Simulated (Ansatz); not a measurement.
**Bi2TeCl2O: complex band structure**

A new crystal, Bi2TeCl2O: structure, gap and complex bands. It is built by putting Te for part of the O in the BiClO structure of space group P4/nmm, with the volume rescaled by atomic radii. The parent structure comes from the Materials Project.

Calculated with Ansatz 0.2.0; PBE DFT, plane waves, PAW files, in the first sound run; inputs show where later runs differ.

The structure was built from a prototype and need not be the compound's stable phase.

## 1. The structure

Symmetry: P-4m2, No. 115, tetragonal system. Conventional cell: a = 4.133 Å, b = 4.133 Å, c = 7.955 Å, α = 90.00°, β = 90.00°, γ = 90.00°. Nearest to Bi lie 2 Te at 2.46 Å and 2 O at 2.46 Å and 4 Cl at 3.25 Å. Nearest to Cl lie 4 Bi at 3.25 Å. Nearest to Te lie 4 Bi at 2.46 Å. Nearest to O lie 4 Bi at 2.46 Å. It derives from BiClO. Te for part of the O in the BiClO structure of space group P4/nmm. Farther neighbours and most contacts between anions are not listed.

Structure file:

```cif
data_structure
_symmetry_space_group_name_H-M 'P 1'
_symmetry_Int_Tables_number 1
_cell_length_a 4.1331
_cell_length_b 4.1331
_cell_length_c 7.9546
_cell_angle_alpha 90.000
_cell_angle_beta 90.000
_cell_angle_gamma 90.000
_cell_volume 135.89
loop_
_atom_site_label
_atom_site_type_symbol
_atom_site_fract_x
_atom_site_fract_y
_atom_site_fract_z
_atom_site_occupancy
Bi1 Bi 0.00000 0.50000 0.83230 1
Bi2 Bi 0.50000 0.00000 0.16770 1
Cl3 Cl 0.50000 0.00000 0.65358 1
Cl4 Cl 0.00000 0.50000 0.34642 1
Te5 Te 0.00000 0.00000 0.00000 1
O6 O 0.50000 0.50000 0.00000 1
```

## 2. Cell and atoms at rest

The substituted atoms don't fit the parent's cell, so cell and atoms relax together. A small smearing keeps the run stable in case the gap closes on the way.

input.yaml

```yaml
crystal:
  lattice:
    - [4.1331379078, 0.0, 0.0]
    - [0.0, 4.1331379078, 0.0]
    - [0.0, 0.0, 7.9545920591]
  atoms:
    - { symbol: Bi, position: [0.0, 0.5, 0.83230267] }
    - { symbol: Bi, position: [0.5, 0.0, 0.16769733] }
    - { symbol: Cl, position: [0.5, 0.0, 0.65357837] }
    - { symbol: Cl, position: [0.0, 0.5, 0.34642163] }
    - { symbol: Te, position: [0.0, 0.0, 0.0] }
    - { symbol: O, position: [0.5, 0.5, 0.0] }
kpoints:
  mp_grid: { grid: [6, 6, 4] }
scf:
  occupations: { method: gaussian, width: 0.03 }
hamiltonian:
  xc: pbe
output:
  forces: true
  stress: true
relax:
  f_tol: 0.02
  max_steps: 60
  cell: {}
```

Started as:

```
$ ansatz run input.yaml --threads 2 --pin off --max-ram 4096MiB --backend cpu --events-out ev --progress --plain --runs-dir out
```

Numbers of over 12 decimals in the logs are rounded to 6 here.

Output:

```text
Engine: ansatz 0.2.0, aarch64-unknown-linux-gnu
Pseudopotentials: kind: paw
Pseudopotential: Bi, paw, valence charge 15, recommended cutoff 420 eV (normal), Bi.paw.azcp
Pseudopotential: Cl, paw, valence charge 7, recommended cutoff 420 eV (normal), Cl.paw.azcp
Pseudopotential: Te, paw, valence charge 16, recommended cutoff 420 eV (normal), Te.paw.azcp
Pseudopotential: O, paw, valence charge 6, recommended cutoff 420 eV (normal), O.paw.azcp
Functional definition: PBE
  parameter kappa = 0.804
  parameter beta = 0.066725
  exchange = pbe_x(kappa = kappa, mu = beta*pi^2/3)
  correlation = pbe_c(beta = beta)
Crystal: 6 atoms, lattice volume = 135.887 Å³
Basis set: ecut = 420 eV, 2659 PW (Γ), exchange–correlation on 60×60×108 points (8 copies of the dense FFT grid, shifted against one another)
Bands: 40, of which v1, the nominal top of the filled ones, is band 33 counted from 1 (32 counted from 0)
Symmetry: 8 space group operations
Space group: P-4m2 (ITA 115), of the structure as read, at distance tolerance 5.1e-5 Å
k-points: 30 of 144 (time reversal used)
Non-local potential: Bi, projectors of the file, l = 0: 2, l = 1: 2, l = 2: 2, l = 3: 2
Non-local potential: Cl, projectors of the file, l = 0: 2, l = 1: 2, l = 2: 2
Non-local potential: Te, projectors of the file, l = 0: 2, l = 1: 2, l = 2: 2, l = 3: 2
Non-local potential: O, projectors of the file, l = 0: 2, l = 1: 2, l = 2: 1
PAW form: soft (Blöchl's): semilocal exchange-correlation on the pseudo side does not see the compensation charge
PAW one-centre angular grid: Bi, 590 points (default); XC on 64 Gauss nodes
PAW one-centre angular grid: Cl, 110 points (default); XC on 64 Gauss nodes
PAW one-centre angular grid: Te, 590 points (default); XC on 64 Gauss nodes
PAW one-centre angular grid: O, 110 points (default); XC on 64 Gauss nodes
Initial density: superposition of atomic densities (neutral atoms: chi_scale 0, normalization atom), corrected by the library's trained network
Initial wavefunctions: pseudopotential atomic-orbital guess
Functional: x = pbe(κ = 0.804, μ = 0.219515), c = pbe(β = 0.066725)
SCF iter   1: F=—  HF=-34494.838315 eV  |F-HF|=—  |Δ(HF+E_count)|=         —  Δρ=3.47e-3  dr2=1.61e-2  ethr=1.77e-3  ⟨swp⟩=9.4  Hψ=5786  notcnv=0  defer=8
preconditioner: auto → Resta (q_TF=auto, 2.419 Å⁻¹)  ε∞=3.0  [insulator: Δε(μ)=0.063 eV  Ē_g=16.678 eV  σ=0.030 eV  W_gap=0.86  n_scr=38 (ndim 8)  ℏωp=23.8 eV  f_vac=0.058  D(μ)=0.18/eV (n_scr^D=0)  ε∞_Penn≈3.0]
SCF iter   2: F=—  HF=-34494.838194 eV  |F-HF|=—  |Δ(HF+E_count)|=   1.21e-4  Δρ=1.72e-3  dr2=6.12e-3  ethr=2.45e-5  ⟨swp⟩=2.0  Hψ=2436  notcnv=0  defer=37
SCF iter   3: F=—  HF=-34494.837493 eV  |F-HF|=—  |Δ(HF+E_count)|=   7.01e-4  Δρ=1.07e-3  dr2=2.13e-3  ethr=9.27e-6  ⟨swp⟩=2.0  Hψ=1690  notcnv=0  defer=37
SCF iter   4: F=—  HF=-34494.837311 eV  |F-HF|=—  |Δ(HF+E_count)|=   1.82e-4  Δρ=4.93e-4  dr2=4.17e-4  ethr=3.23e-6  ⟨swp⟩=2.0  Hψ=1554  notcnv=0  defer=37
SCF iter   5: F=—  HF=-34494.837258 eV  |F-HF|=—  |Δ(HF+E_count)|=   5.32e-5  Δρ=2.10e-4  dr2=8.40e-5  ethr=6.32e-7  ⟨swp⟩=2.1  Hψ=1673  notcnv=0  defer=37
SCF iter   6: F=—  HF=-34494.837182 eV  |F-HF|=—  |Δ(HF+E_count)|=   7.59e-5  Δρ=4.85e-5  dr2=5.62e-6  ethr=1.27e-7  ⟨swp⟩=2.1  Hψ=1430  notcnv=0  defer=37
SCF iter   7: F=—  HF=-34494.837186 eV  |F-HF|=—  |Δ(HF+E_count)|=   3.43e-6  Δρ=1.55e-5  dr2=7.64e-7  ethr=8.52e-9  ⟨swp⟩=2.0  Hψ=1639  notcnv=0  defer=37
SCF iter   8: F=-34494.837186 eV  HF=-34494.837186 eV  |F-HF|=8.00e-9  |Δ(HF+E_count)|=   2.58e-7  Δρ=3.88e-6  dr2=3.97e-8  ethr=1.52e-10  ⟨swp⟩=4.0  Hψ=5523  notcnv=0
SCF 1 converged in 8 iterations: F = -34494.837186 eV  dr2 = 3.97e-8
  greatest PAW one-centre occupation: 0.999 electrons in one spin orbital (limit 2), on the Te atom at site 4 (counted from 0), in its partial waves of l = 2
relax step   1: F+E_penalty+E_count = -34494.83718595 eV  Δ(F+E_penalty+E_count) = +0.000e0 eV  max|allowed force component| = 8.417e0 eV/Å  Δτ_max = 0.0000 Å  P = +28.488 GPa  Ω = 135.887 Å³  (8 SCF iters, dr2 threshold 1.00e-7 eV, accepted)
Crystal: 6 atoms, lattice volume = 144.836 Å³
Basis set: ecut = 420 eV, 2783 PW (Γ), exchange–correlation on 60×60×108 points (8 copies of the dense FFT grid, shifted against one another)
Initial density: handed on by an earlier stage of this run
Initial wavefunctions: those handed on with the density
iter 1 solved again at ethr=2.53e-4 eV; its pass at ethr=3.10e-3 eV (dr2=1.67e-1 eV) is discarded
SCF iter   1: F=—  HF=-34498.256320 eV  |F-HF|=—  |Δ(HF+E_count)|=         —  Δρ=1.18e-2  dr2=1.63e-1  ethr=2.53e-4  ⟨swp⟩=1.8  Hψ=6906  notcnv=0
preconditioner: auto → Resta (q_TF=auto, 2.393 Å⁻¹)  ε∞=3.1  [insulator: Δε(μ)=0.435 eV  Ē_g=16.023 eV  σ=0.030 eV  W_gap=1.00  n_scr=38 (ndim 8)  ℏωp=23.1 eV  f_vac=0.049  D(μ)=0.00/eV (n_scr^D=0)  ε∞_Penn≈3.1]
SCF iter   2: F=—  HF=-34498.239498 eV  |F-HF|=—  |Δ(HF+E_count)|=   1.68e-2  Δρ=5.68e-3  dr2=3.25e-2  ethr=2.46e-4  ⟨swp⟩=4.0  Hψ=2210  notcnv=0
SCF iter   3: F=—  HF=-34498.241721 eV  |F-HF|=—  |Δ(HF+E_count)|=   2.22e-3  Δρ=3.68e-3  dr2=1.68e-2  ethr=4.92e-5  ⟨swp⟩=2.0  Hψ=1554  notcnv=0  defer=2
SCF iter   4: F=—  HF=-34498.242470 eV  |F-HF|=—  |Δ(HF+E_count)|=   7.49e-4  Δρ=2.68e-3  dr2=1.16e-2  ethr=2.54e-5  ⟨swp⟩=2.0  Hψ=2038  notcnv=0  defer=16
SCF iter   5: F=—  HF=-34498.240981 eV  |F-HF|=—  |Δ(HF+E_count)|=   1.49e-3  Δρ=6.15e-4  dr2=5.48e-4  ethr=1.76e-5  ⟨swp⟩=2.0  Hψ=1439  notcnv=0  defer=16
SCF iter   6: F=—  HF=-34498.240919 eV  |F-HF|=—  |Δ(HF+E_count)|=   6.27e-5  Δρ=9.36e-5  dr2=1.07e-5  ethr=8.30e-7  ⟨swp⟩=2.0  Hψ=1441  notcnv=0  defer=16
SCF iter   7: F=-34498.240926 eV  HF=-34498.240925 eV  |F-HF|=4.33e-7  |Δ(HF+E_count)|=   6.58e-6  Δρ=1.44e-5  dr2=3.21e-7  ethr=9.09e-10  ⟨swp⟩=4.1  Hψ=5945  notcnv=0
SCF 2 converged in 7 iterations: F = -34498.240926 eV  dr2 = 3.21e-7
  greatest PAW one-centre occupation: 0.998 electrons in one spin orbital (limit 2), on the Te atom at site 4 (counted from 0), in its partial waves of l = 2
relax step   2: F+E_penalty+E_count = -34498.24092572 eV  Δ(F+E_penalty+E_count) = -3.404e0 eV  max|allowed force component| = 3.423e0 eV/Å  Δτ_max = 0.1975 Å  P = +11.576 GPa  Ω = 144.836 Å³  energy of the carried Pulay correction = -6.491e-3 eV  (7 SCF iters, dr2 threshold 6.00e-7 eV, accepted)
Crystal: 6 atoms, lattice volume = 152.431 Å³
Basis set: ecut = 420 eV, 2957 PW (Γ), exchange–correlation on 60×60×108 points (8 copies of the dense FFT grid, shifted against one another)
iter 1 solved again at ethr=1.02e-4 eV; its pass at ethr=3.10e-3 eV (dr2=6.73e-2 eV) is discarded
[...]
SCF iter   5: F=—  HF=-34499.108100 eV  |F-HF|=—  |Δ(HF+E_count)|=   4.96e-4  Δρ=7.30e-4  dr2=8.88e-4  ethr=8.74e-6  ⟨swp⟩=1.1  Hψ=1202  notcnv=0
SCF iter   6: F=—  HF=-34499.108050 eV  |F-HF|=—  |Δ(HF+E_count)|=   4.97e-5  Δρ=1.57e-4  dr2=4.26e-5  ethr=1.35e-6  ⟨swp⟩=2.0  Hψ=1682  notcnv=0
SCF iter   7: F=—  HF=-34499.108024 eV  |F-HF|=—  |Δ(HF+E_count)|=   2.63e-5  Δρ=2.51e-5  dr2=1.08e-6  ethr=6.46e-8  ⟨swp⟩=2.0  Hψ=1740  notcnv=0
SCF iter   8: F=-34499.108024 eV  HF=-34499.108024 eV  |F-HF|=1.41e-8  |Δ(HF+E_count)|=   4.60e-7  Δρ=2.83e-6  dr2=2.21e-8  ethr=9.09e-10  ⟨swp⟩=4.9  Hψ=4373  notcnv=0
SCF 3 converged in 8 iterations: F = -34499.108024 eV  dr2 = 2.21e-8
relax step   3: F+E_penalty+E_count = -34499.10802401 eV  Δ(F+E_penalty+E_count) = -8.671e-1 eV  max|allowed force component| = 5.980e-1 eV/Å  Δτ_max = 0.1413 Å  P = +3.215 GPa  Ω = 152.431 Å³  energy of the carried Pulay correction = -1.168e-2 eV  (8 SCF iters, dr2 threshold 6.00e-7 eV, accepted)
[... from here on, the SCF cycles and remarks between the steps are left out ...]
relax step   4: F+E_penalty+E_count = -34499.21901991 eV  Δ(F+E_penalty+E_count) = -1.110e-1 eV  max|allowed force component| = 2.152e-1 eV/Å  Δτ_max = 0.0271 Å  P = +0.848 GPa  Ω = 157.508 Å³  energy of the carried Pulay correction = -1.501e-2 eV  (7 SCF iters, dr2 threshold 6.00e-7 eV, accepted)
relax step   5: F+E_penalty+E_count = -34499.24599373 eV  Δ(F+E_penalty+E_count) = -2.697e-2 eV  max|allowed force component| = 8.184e-2 eV/Å  Δτ_max = 0.0147 Å  P = -0.136 GPa  Ω = 159.236 Å³  energy of the carried Pulay correction = -1.611e-2 eV  (6 SCF iters, dr2 threshold 6.00e-7 eV, accepted)
relax step   6: F+E_penalty+E_count = -34499.26365545 eV  Δ(F+E_penalty+E_count) = -1.766e-2 eV  max|allowed force component| = 9.487e-2 eV/Å  Δτ_max = 0.0289 Å  P = -0.405 GPa  Ω = 158.363 Å³  energy of the carried Pulay correction = -1.556e-2 eV  (6 SCF iters, dr2 threshold 6.00e-7 eV, accepted)
relax step   7: F+E_penalty+E_count = -34499.27709546 eV  Δ(F+E_penalty+E_count) = -1.344e-2 eV  max|allowed force component| = 4.384e-2 eV/Å  Δτ_max = 0.0522 Å  P = -0.196 GPa  Ω = 156.750 Å³  energy of the carried Pulay correction = -1.452e-2 eV  (6 SCF iters, dr2 threshold 6.00e-7 eV, accepted)
relax step   8: F+E_penalty+E_count = -34499.28267324 eV  Δ(F+E_penalty+E_count) = -5.578e-3 eV  max|allowed force component| = 1.458e-2 eV/Å  Δτ_max = 0.0248 Å  P = -0.058 GPa  Ω = 155.493 Å³  energy of the carried Pulay correction = -1.370e-2 eV  (6 SCF iters, dr2 threshold 4.12e-7 eV, accepted)
relax step   9: F+E_penalty+E_count = -34499.28319706 eV  Δ(F+E_penalty+E_count) = -5.238e-4 eV  max|allowed force component| = 6.138e-3 eV/Å  Δτ_max = 0.0088 Å  P = +0.004 GPa  Ω = 155.242 Å³  energy of the carried Pulay correction = -1.354e-2 eV  (6 SCF iters, dr2 threshold 4.80e-8 eV, accepted)
relax step  10: F+E_penalty+E_count = -34499.31581656 eV  Δ(F+E_penalty+E_count) = -3.262e-2 eV  max|allowed force component| = 7.700e-3 eV/Å  Δτ_max = 0.0000 Å  P = +0.265 GPa  Ω = 155.242 Å³  stress off target by 3.53e-1 GPa  SCF on the basis re-selected at this cell (its energy is not comparable with the rows above)  (8 SCF iters)
relax step  11: F+E_penalty+E_count = -34499.31673672 eV  Δ(F+E_penalty+E_count) = -9.202e-4 eV  max|allowed force component| = 2.459e-3 eV/Å  Δτ_max = 0.0021 Å  P = +0.038 GPa  Ω = 155.964 Å³  energy of the carried Pulay correction = -5.145e-4 eV  (6 SCF iters, dr2 threshold 3.12e-7 eV, accepted)
relax step  12: F+E_penalty+E_count = -34499.31670073 eV  Δ(F+E_penalty+E_count) = +3.598e-5 eV  max|allowed force component| = 2.564e-4 eV/Å  Δτ_max = 0.0007 Å  P = +0.001 GPa  Ω = 156.075 Å³  energy of the carried Pulay correction = -5.986e-4 eV  (6 SCF iters, dr2 threshold 7.84e-9 eV, accepted)
iter 1 solved again at ethr=2.03e-7 eV; its pass at ethr=3.10e-3 eV (dr2=1.34e-4 eV) is discarded
SCF iter   1: F=—  HF=-34499.317269 eV  |F-HF|=—  |Δ(HF+E_count)|=         —  Δρ=5.95e-5  dr2=2.99e-7  ethr=2.03e-7  ⟨swp⟩=3.7  Hψ=9470  notcnv=0
preconditioner: auto → Resta (q_TF=auto, 2.364 Å⁻¹)  ε∞=4.8  [insulator: Δε(μ)=0.377 eV  Ē_g=9.147 eV  σ=0.030 eV  W_gap=1.00  n_scr=36 (ndim 8)  ℏωp=17.8 eV  f_vac=0.036  D(μ)=0.00/eV (n_scr^D=0)  ε∞_Penn≈4.8]
SCF iter   2: F=—  HF=-34499.317306 eV  |F-HF|=—  |Δ(HF+E_count)|=   3.67e-5  Δρ=3.18e-5  dr2=3.79e-7  ethr=4.53e-10  ⟨swp⟩=3.2  Hψ=2678  notcnv=0
SCF iter   3: F=—  HF=-34499.317324 eV  |F-HF|=—  |Δ(HF+E_count)|=   1.82e-5  Δρ=2.08e-5  dr2=1.53e-7  ethr=4.53e-10  ⟨swp⟩=2.0  Hψ=1738  notcnv=0
SCF iter   4: F=—  HF=-34499.317335 eV  |F-HF|=—  |Δ(HF+E_count)|=   1.14e-5  Δρ=3.11e-6  dr2=4.09e-9  ethr=2.32e-10  ⟨swp⟩=2.0  Hψ=1736  notcnv=0
SCF iter   5: F=—  HF=-34499.317335 eV  |F-HF|=—  |Δ(HF+E_count)|=   2.38e-7  Δρ=4.45e-7  dr2=1.96e-10  ethr=6.20e-12  ⟨swp⟩=2.0  Hψ=1738  notcnv=0
SCF iter   6: F=-34499.317335 eV  HF=-34499.317335 eV  |F-HF|=1.46e-11  |Δ(HF+E_count)|=  6.98e-10  Δρ=6.34e-8  dr2=1.06e-11  ethr=1.00e-12  ⟨swp⟩=5.0  Hψ=4738  notcnv=0
SCF 13 converged in 6 iterations: F = -34499.317335 eV  dr2 = 1.06e-11
relax step  13: F+E_penalty+E_count = -34499.31733541 eV  Δ(F+E_penalty+E_count) = -6.347e-4 eV  max|allowed force component| = 2.884e-4 eV/Å  Δτ_max = 0.0000 Å  P = +0.001 GPa  Ω = 156.075 Å³  stress off target by 7.97e-3 GPa  SCF on the basis re-selected at this cell (its energy is not comparable with the rows above)  (6 SCF iters)
basis re-selected at this cell: Δ(F+E_penalty+E_count) = -6.347e-4 eV, ΔP = +0.001 GPa vs the last step (what re-selecting the basis moved, of the pressure what is left beyond the Pulay correction that the steps carried, after the strain that the cell walked since its last selection, with what the two solves' SCF thresholds leave and, on support functions, any second-order correction that the steps lacked; it is no m [...]
SCF converged after 6 iterations
Free energy (F): -34499.317335 eV
Harris-Foulkes:  -34499.317335 eV  (|F-HF|=1.46e-11)
Internal energy: -34499.317335 eV  (E = F + TS)
E sigma→0 (E₀):  -34499.317335 eV
Fermi energy:    7.863411 eV
--- Per-component energies (eV) ---
  E_band       = -561.675110
  E_kinetic    = 1272.908299
  E_local      = -5918.256846  (includes V_loc(G=0)·N_el)
  E_nonlocal   = 918.859746
  E_hartree    = 2436.773491
  E_xc         = -713.965030
  E_vxc        = -728.969422  (∫ρ·V_xc dr)
  E_paw        = -27463.197170  (= ΣΔE_a)
  E_vpaw       = -979.765388  (= ΣTr[D̂ρ^β])
  E_aug_tail   = 0.001444  (compensation charges beyond the density's cutoff)
  E_ewald      = -5032.441270
  E_smearing   = -0.000000  (= −TS)
  E_closure    = 0.000000  (closes the sum)
  Σ components = -34499.317335   (vs F -34499.317335, Δ=0.00e0)
--- Forces (eV/Å), atoms counted from 1 ---
  atom   1  Bi     0.00000000     0.00000000    -0.00028837
  atom   2  Bi     0.00000000     0.00000000     0.00028837
  atom   3  Cl    -0.00000000    -0.00000000    -0.00020901
  atom   4  Cl    -0.00000000    -0.00000000     0.00020901
  atom   5  Te    -0.00000000    -0.00000000    -0.00000000
  atom   6  O      0.00000000     0.00000000     0.00000000
  max |Σ_I F_I| component: 2.33e-16 eV/Å
--- Stress (GPa, compression-positive) ---
        0.006094       0.000000      -0.000000
        0.000000       0.006094       0.000000
       -0.000000       0.000000      -0.007972
  P = ⅓ Tr σ = 0.0014 GPa (0.014 kbar)
--- Relaxed structure (11 steps of the walk, 11 accepted, 2 SCFs on fresh bases) ---
  F+E_penalty+E_count = -34499.31733541 eV   max|allowed force component| = 2.884e-4 eV/Å   (the final SCF, on the basis selected at the relaxed cell)
  cell:  # Å, volume = 156.0752 Å³
    - [4.475040, 0.0, 0]
    - [0.0, 4.475040, 0.0]
    - [0, 0.0, 7.793635]
  atoms:
    - { symbol: Bi, position: [0, 0.5, 0.778345] }
    - { symbol: Bi, position: [0.5, 0.0, 0.221655] }
    - { symbol: Cl, position: [0.5, 0.0, 0.642851] }
    - { symbol: Cl, position: [0, 0.5, 0.357149] }
    - { symbol: Te, position: [0, 0.0, 0] }
    - { symbol: O, position: [0.5, 0.5, 0] }
```

Elapsed: 80 s, on 2 threads of Arm Neoverse V2, shared host; peak memory 0.48 GiB; 2.6 min of CPU time.

Step by step:

```tsv
step	energy less that of the first step (eV)	largest force component (eV/Å)	pressure (GPa)	volume (Å³)
1	0.0000	8.4168	28.49	135.89
2	-3.4037	3.4228	11.58	144.84
3	-4.2708	0.5980	3.21	152.43
4	-4.3818	0.2152	0.85	157.51
5	-4.4088	0.0818	-0.14	159.24
6	-4.4265	0.0949	-0.41	158.36
7	-4.4399	0.0438	-0.20	156.75
8	-4.4455	0.0146	-0.06	155.49
9	-4.4460	0.0061	0.00	155.24
10*	-4.4786	0.0077	0.26	155.24
11	-4.4796	0.0025	0.04	155.96
12	-4.4795	0.0003	0.00	156.08
13*	-4.4801	0.0003	0.00	156.08
```

Relaxation steps marked * repeat the geometry before them on a plane-wave basis chosen anew for their cell, so energy and pressure can jump there.

The run keeps the 8 symmetry operations that it works with, so distortions that break them were not tested.

```tsv
conventional cell, symmetrised	before	after	change
a (Å)	4.133	4.475	+8.3 %
b (Å)	4.133	4.475	+8.3 %
c (Å)	7.955	7.794	-2.0 %
volume (Å³/atom)	22.65	26.01	+14.9 %
```

The atoms that moved most (Å, as changes of fractional coordinates times the final cell):

```tsv
atom	dx	dy	dz	length
Bi2	0.000	0.000	0.421	0.421
Bi1	0.000	0.000	-0.421	0.421
Cl4	0.000	0.000	0.084	0.084
Cl3	0.000	0.000	-0.084	0.084
```

The relaxed structure:

```xyz
6
Lattice="4.4750 0.0000 0.0000 0.0000 4.4750 0.0000 0.0000 0.0000 7.7936" Properties=species:S:1:pos:R:3 pbc="T T T"
Bi    0.0000    2.2375    6.0661
Bi    2.2375    0.0000    1.7275
Cl    2.2375    0.0000    5.0101
Cl    0.0000    2.2375    2.7835
Te    0.0000    0.0000    0.0000
O     2.2375    2.2375    0.0000
```

Numbers from this step:

* free energy: -34499.3173 eV
* Fermi energy: 7.863 eV
* pressure: 0.001406 GPa

The largest force component on a free atom ends at 2.9e-4 eV/Å.

[end of part 1 of 3]

[Logs are printed without paths, hosts, clocks, repeated set-up lines and the standing remarks that a program may print on its own settings, such as how far it seeks lower states.]

[Hosts, paths, dates, database ids (printed as entryN), source tags and the programs' standing remarks are cut or masked in the printed files.]

[New means built here by substitution; the compound itself may be known and measured.]
